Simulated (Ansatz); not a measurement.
## TiTe2 (1T sheet): how robust is the cRPA U?

Aim: hold the target of a cRPA run on TiTe2 (1T sheet) and move one thing at a time.

Method: constrained RPA on PBEsol, plane waves, PAW, in Ansatz 0.2.0.

Most raw output is cut from this account.

## 1. Set-up

The cell holds 3 atoms: 1 Ti and 2 Te. Its edges and angles: a = 3.698 Å, b = 3.698 Å, c = 30.253 Å, α = 90.0°, β = 90.0°, γ = 120.0°. Vacuum lies along c.

The structure was relaxed with PBEsol. The structure was generated from a model, not taken from a measurement. The runs that relaxed it are not among those shown. The program's search for lower electronic states was switched off, so nothing shows that the state found is the lowest. Spin-orbit coupling is left out unless a step names it. The default PAW set here is soft_2. Its files were made with PBE. The Coulomb interaction is cut off across the vacuum.

## 2. Base: Ti t2g + anion p, bands v6 to c3, 6×6×1 mesh, medium accuracy

Constrained RPA screens the interaction with every transition except those inside the target bands, which a later many-body model would treat itself.

The input, input.yaml:

```yaml
crystal:
  lattice:
    - [-2.61520837, 0.0, -2.61520837]
    - [0.0, 2.61520837, 2.61520837]
    - [17.46662, 17.46662, -17.46662]
  atoms:
    - { symbol: Ti, position: [0.0, 0.0, 0.3177617107] }
    - { symbol: Te, position: [0.3333333333, 0.6666666667, 0.3748026759] }
    - { symbol: Te, position: [0.6666666667, 0.3333333333, 0.2607207455] }
  periodic: [true, true, false]
kpoints:
  mp_grid: { grid: [6, 6, 1] }
hamiltonian:
  xc: pbesol
scf:
  occupations: { method: gaussian, width: 0.08 }
  n_extra_bands: 19
  max_iter: 150
  lower_state_search: "off"
output:
  crpa:
    kmesh: [6, 6, 1]
    target_bands: [v6, c3]
    projections:
      - { species: Ti, l: d, shell: 3, orbitals: [dxz, dyz, dxy] }
      - { species: Te, l: p, shell: 5 }
  local_orbitals:
    kmesh: [12, 12, 1]
    orbitals:
      - { species: Ti, l: d, shell: 3, orbitals: [dxz, dyz, dxy] }
      - { species: Te, l: p, shell: 5 }
    window: { bands: [v6, c3] }
    seedname: lo
```

Command:

```
$ ansatz run input.yaml --threads 8 --pin off --max-ram 14745MiB --backend cpu --events-out ev --progress --plain --runs-dir out
```

Elapsed: 5 min, on 8 threads of Arm Neoverse V2, shared host; peak memory 3.2 GiB.

This step gave:

- U: 4.230 eV
- U prime (inter-orbital): 3.378 eV
- J: 0.4191 eV
- bare V: 15.10 eV
- bare J: 0.5353 eV
- stated bound on U: 0.01231 eV
- U over bare V: 0.2801
- electrons in the window: 12.00
- head of the constrained inverse dielectric matrix: 0.6282
- least eigenvalue of the projection's overlap: 0.3377
- target functions: 9
- bands in the sums: 50
- r.m.s. miss of the model bands: 0.001411 eV
- width of the target bands: 6.598 eV
- weight of the projected orbitals in the window: 0.9477

On the Ti t2g shell, screening brings the on-site interaction from 15.1 eV down to U = 4.23 eV.

## 3. Changed: 3×3×1 mesh

input.yaml, as its differences from that of step 2:

```diff
@@ -21,3 +21,3 @@
   crpa:
-    kmesh: [6, 6, 1]
+    kmesh: [3, 3, 1]
     target_bands: [v6, c3]
@@ -26,8 +26 @@
       - { species: Te, l: p, shell: 5 }
-  local_orbitals:
-    kmesh: [12, 12, 1]
-    orbitals:
-      - { species: Ti, l: d, shell: 3, orbitals: [dxz, dyz, dxy] }
-      - { species: Te, l: p, shell: 5 }
-    window: { bands: [v6, c3] }
-    seedname: lo
```

It took 50 s on 8 threads; peak memory 3 GiB.

This step gave:

```yaml
u: 4.365 eV
u_prime_inter_orbital: 3.520 eV
j: 0.4167 eV
bare_v: 15.12 eV
bare_j: 0.5341 eV
stated_bound_on_u: 0.01190 eV
u_over_bare_v: 0.2886
electrons_in_the_window: 12.00
head_of_the_constrained_inverse_dielectric_matrix: 0.6410
least_eigenvalue_of_the_projection_s_overlap: 0.3377
target_functions: 9
bands_in_the_sums: 50
width_of_the_target_bands: 6.598 eV
weight_of_the_projected_orbitals_in_the_window: 0.9477
```

On the Ti t2g shell, screening brings the on-site interaction from 15.1 eV down to U = 4.37 eV.

## 4. Changed: smooth pair densities

input.yaml, as its differences from that of step 3:

```diff
@@ -21,3 +21,3 @@
   crpa:
-    kmesh: [3, 3, 1]
+    kmesh: [6, 6, 1]
     target_bands: [v6, c3]
@@ -26 +26,2 @@
       - { species: Te, l: p, shell: 5 }
+    pair_densities: pseudo
```

Wall time 4.6 min (8 threads); peak memory 3.1 GiB; 35 min of CPU time.

This step gave:

- U: 4.246 eV
- U prime (inter-orbital): 3.379 eV
- J: 0.4270 eV
- bare V: 15.10 eV
- bare J: 0.5353 eV
- stated bound on U: 0.01187 eV
- U over bare V: 0.2811
- electrons in the window: 12.00
- head of the constrained inverse dielectric matrix: 0.6284
- least eigenvalue of the projection's overlap: 0.3377
- target functions: 9
- bands in the sums: 50
- width of the target bands: 6.598 eV
- weight of the projected orbitals in the window: 0.9477

On the Ti t2g shell, screening brings the on-site interaction from 15.1 eV down to U = 4.25 eV.

## 5. Changed: sums over states

input.yaml, as its differences from that of step 4:

```diff
@@ -26,2 +26,4 @@
       - { species: Te, l: p, shell: 5 }
-    pair_densities: pseudo
+    accuracy: sum_over_states
+    n_empty_bands: 44
+    ecut_chi: 250
```

The job ended after 60 s (8 threads; peak memory 1.4 GiB).

This variant gives U = 4.29 eV against 4.23 eV. It is a finite sum over empty states with no bound on its error and stays out of the table below.

## 6. Changed: more bands than orbitals

input.yaml, as its differences from that of step 5:

```diff
@@ -22,3 +22,3 @@
     kmesh: [6, 6, 1]
-    target_bands: [v6, c3]
+    target_bands: [v6, c4]
     projections:
@@ -26,4 +26 @@
       - { species: Te, l: p, shell: 5 }
-    accuracy: sum_over_states
-    n_empty_bands: 44
-    ecut_chi: 250
```

Run time: 0.1 s. Hardware: 8 threads; peak memory 0.087 GiB.

The input was rejected at the start.

The program's message: “Error: invalid value for `output.crpa.projections`: 9 orbital(s) selected but the target window spans 10 band(s); name one orbital per band of it”

The fault put into this input: more bands than orbitals.

## 7. Changed: strain +3%

The cell differs from the one that the last finished run ended in (a 3.698 → 3.809 Å, b 3.698 → 3.809 Å).

input.yaml, as its differences from that of step 6:

```diff
@@ -2,4 +2,4 @@
   lattice:
-    - [-2.61520837, 0.0, -2.61520837]
-    - [0.0, 2.61520837, 2.61520837]
+    - [-2.6936646211, 0.0, -2.6936646211]
+    - [0.0, 2.6936646211, 2.6936646211]
     - [17.46662, 17.46662, -17.46662]
@@ -22,3 +22,3 @@
     kmesh: [6, 6, 1]
-    target_bands: [v6, c4]
+    target_bands: [v6, c3]
     projections:
@@ -26 +26,8 @@
       - { species: Te, l: p, shell: 5 }
+  local_orbitals:
+    kmesh: [12, 12, 1]
+    orbitals:
+      - { species: Ti, l: d, shell: 3, orbitals: [dxz, dyz, dxy] }
+      - { species: Te, l: p, shell: 5 }
+    window: { bands: [v6, c3] }
+    seedname: lo
```

Wall time 5.1 min (8 threads); peak memory 3.3 GiB; 39 min of CPU time.

Numbers from this step:

```yaml
u: 4.206 eV
u_prime_inter_orbital: 3.337 eV
j: 0.4294 eV
bare_v: 15.33 eV
bare_j: 0.5465 eV
stated_bound_on_u: 0.01297 eV
u_over_bare_v: 0.2743
electrons_in_the_window: 12.00
head_of_the_constrained_inverse_dielectric_matrix: 0.6264
least_eigenvalue_of_the_projection_s_overlap: 0.3540
target_functions: 9
bands_in_the_sums: 50
r_m_s_miss_of_the_model_bands: 0.001053 eV
width_of_the_target_bands: 6.033 eV
weight_of_the_projected_orbitals_in_the_window: 0.9493
```

On the Ti t2g shell, screening brings the on-site interaction from 15.3 eV down to U = 4.21 eV.

## 8. Changed: LDA

This step: constrained RPA on LDA, plane waves, PAW.

input.yaml, the sections that differ from step 7:

```yaml
crystal:
  lattice:
    - [-2.61520837, 0.0, -2.61520837]
    - [0.0, 2.61520837, 2.61520837]
    - [17.46662, 17.46662, -17.46662]
  atoms:
    - { symbol: Ti, position: [0.0, 0.0, 0.3177617107] }
    - { symbol: Te, position: [0.3333333333, 0.6666666667, 0.3748026759] }
    - { symbol: Te, position: [0.6666666667, 0.3333333333, 0.2607207455] }
  periodic: [true, true, false]
hamiltonian:
  xc: lda
output:
  crpa:
    kmesh: [6, 6, 1]
    target_bands: [v6, c3]
    projections:
      - { species: Ti, l: d, shell: 3, orbitals: [dxz, dyz, dxy] }
      - { species: Te, l: p, shell: 5 }
# kpoints, scf: as in step 7
```

The job ended after 5 min (8 threads; peak memory 3.2 GiB; 38 min of CPU time).

Numbers from this step:

* U: 4.235 eV
* U prime (inter-orbital): 3.378 eV
* J: 0.4226 eV
* bare V: 15.19 eV
* bare J: 0.5397 eV
* stated bound on U: 0.01237 eV
* U over bare V: 0.2788
* electrons in the window: 12.00
* head of the constrained inverse dielectric matrix: 0.6268
* least eigenvalue of the projection's overlap: 0.3391
* target functions: 9
* bands in the sums: 50
* width of the target bands: 6.506 eV
* weight of the projected orbitals in the window: 0.9486

On the Ti t2g shell, screening brings the on-site interaction from 15.2 eV down to U = 4.24 eV.

## 9. Side by side

Times are wall times on 8 threads of Arm Neoverse V2, shared host, good to a factor of about two.

```tsv
run	bare V (eV)	U (eV)	J (eV)	bound on U (eV)	width (eV)	time
target window	15.10	4.230	0.419	0.0123	6.60	5 min
3×3×1 mesh	15.12	4.365	0.417	0.0119	6.60	50 s
smooth pair densities	15.10	4.246	0.427	0.0119	6.60	4.6 min
strain +3%	15.33	4.206	0.429	0.0130	6.03	5.1 min
LDA	15.19	4.235	0.423	0.0124	6.51	5 min
```

## 10. What came out

- target window: U 4.23 eV, J 0.42 eV
- 3×3×1 mesh: U 4.37 eV, J 0.42 eV
- smooth pair densities: U 4.25 eV, J 0.43 eV
- strain +3%: U 4.21 eV, J 0.43 eV
- LDA: U 4.24 eV, J 0.42 eV

What this shows: 3×3×1 mesh moves U by +0.14 eV at 0.17 times the time. Smooth pair densities moves U by +0.02 eV (within the solver's bounds, for the mean over orbitals). Strain +3% moves U by −0.02 eV (within the solver's bounds, for the mean over orbitals). LDA moves U by +0.01 eV (within the solver's bounds, for the mean over orbitals). The printed bound covers the solver alone, not the mesh, and no denser mesh than the base was run. The parent state is non-magnetic and the interaction static (zero frequency); U depends on the window and the orbitals, so it belongs to this model alone. A window that holds the anion p bands defines a model with explicit ligands; its U belongs to that model and is not the U of DFT+U.

[Paths, hosts, dates, memory and timing lines, banners, echoed tables and standing remarks are left out of the program output.]

[Logs are printed without paths, hosts, clocks, repeated set-up lines and the standing remarks that a program may print on its own settings, such as how far it seeks lower states.]

[Runs of the session that timed out or met a known fault of the program may be left out.]

[Hosts, paths, dates, database ids (printed as entryN), source tags and the programs' standing remarks are cut or masked in the printed files.]
